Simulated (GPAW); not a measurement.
Consider ZnNi (Pm-3m).

```xyz
2
Lattice="2.9083 0.0000 0.0000 0.0000 2.9083 0.0000 0.0000 0.0000 2.9083" Properties=species:S:1:pos:R:3 pbc="T T T"
Zn    1.4542    1.4542    1.4542
Ni    0.0000    0.0000    0.0000
```

Absorber: atom 2, with 8 Zn at 2.52 Å and 6 Ni at 2.91 Å (cube and octahedron, as in bcc, site symmetry m-3m). Method: GPAW, LDA, excited-electron core hole (neutral cell), 18-atom cell with 6.5 Å between holes, 3×3×3 k points, dipole transitions, Gaussian full width 1.44 eV up to 4 eV, rising linearly to 3.5 eV at 25 eV.

The database entry behind the starting cell is an old determination (1936), so it need not match the best structure at ambient conditions.

Where do the maxima of the Ni K edge fall?

Main maxima up to 30 eV above the zero (height): 1.0 eV (0.61), 7.0 eV (1.05), 9.4 eV (1.05), 17.1 eV (1.62) and 25.8 eV (0.95). A K edge sees empty p states, which here mix into the lowest empty bands, so that weight starts at the zero. The total-energy difference is 8311.60 eV. The tabulated edge of the element is 8333 eV. The functional leaves an error in such absolute values: in the free atom LDA prices this hole 17.6 eV below PBE (computed apart), and PBE is itself good to a few eV.

The Ni K spectrum (energy from the lowest empty level; intensity scaled to a mean of 1 over the first 20 eV):

```csv
E (eV),intensity
-2.0,0.00
-1.5,0.01
-1.0,0.03
-0.5,0.13
0.0,0.32
0.5,0.52
1.0,0.61
1.5,0.55
2.0,0.45
2.5,0.41
3.0,0.43
3.5,0.51
4.0,0.61
4.5,0.68
5.0,0.70
5.5,0.73
6.0,0.83
6.5,0.97
7.0,1.05
7.5,1.01
8.0,0.94
8.5,0.95
9.0,1.02
9.5,1.05
10.0,0.98
10.5,0.91
11.0,0.92
11.5,1.00
12.0,1.09
12.5,1.15
13.0,1.20
13.5,1.26
14.0,1.33
14.5,1.38
15.0,1.41
15.5,1.44
16.0,1.50
16.5,1.58
17.0,1.62
17.5,1.59
18.0,1.48
18.5,1.31
19.0,1.14
19.5,0.99
20.0,0.87
20.5,0.79
21.0,0.74
21.5,0.70
22.0,0.69
22.5,0.69
23.0,0.72
23.5,0.76
24.0,0.82
24.5,0.88
25.0,0.92
25.5,0.95
26.0,0.95
26.5,0.94
27.0,0.91
27.5,0.89
28.0,0.87
28.5,0.86
29.0,0.85
29.5,0.85
30.0,0.86
30.5,0.88
31.0,0.92
31.5,0.96
32.0,1.01
```

The hole lies in one spin channel, while the script sums the empty states of both and takes the lower zero; where the two channels are split, this blurs and shifts the curve. Quadrupole 1s→3d transitions, which feed the pre-edge, are not in the dipole spectrum. The starting moments shrank to 0.01 μB or less, so this is hardly a magnetic state. The mesh is coarse (0.37 Å⁻¹ between points), so small maxima may be mesh ripples. The structure is a published determination, not relaxed.

[Banner, clock and machine lines of the logs are left out without a mark of their own.]

[Logs are printed without paths, hosts, clocks, repeated set-up lines and the standing remarks that a program may print on its own settings, such as how far it seeks lower states.]

[Hosts, paths, dates, database ids (printed as entryN), source tags and the programs' standing remarks are cut or masked in the printed files.]

[Lists of maxima count a maximum above −3 eV only where it reaches 4 % of the highest in the window and stands out from its surroundings by 2 % of it (1.5 % where it reaches 55 %); shoulders and weaker maxima are passed over, and of the rest the first, up to two pre-edge ones and the few strongest are named.]
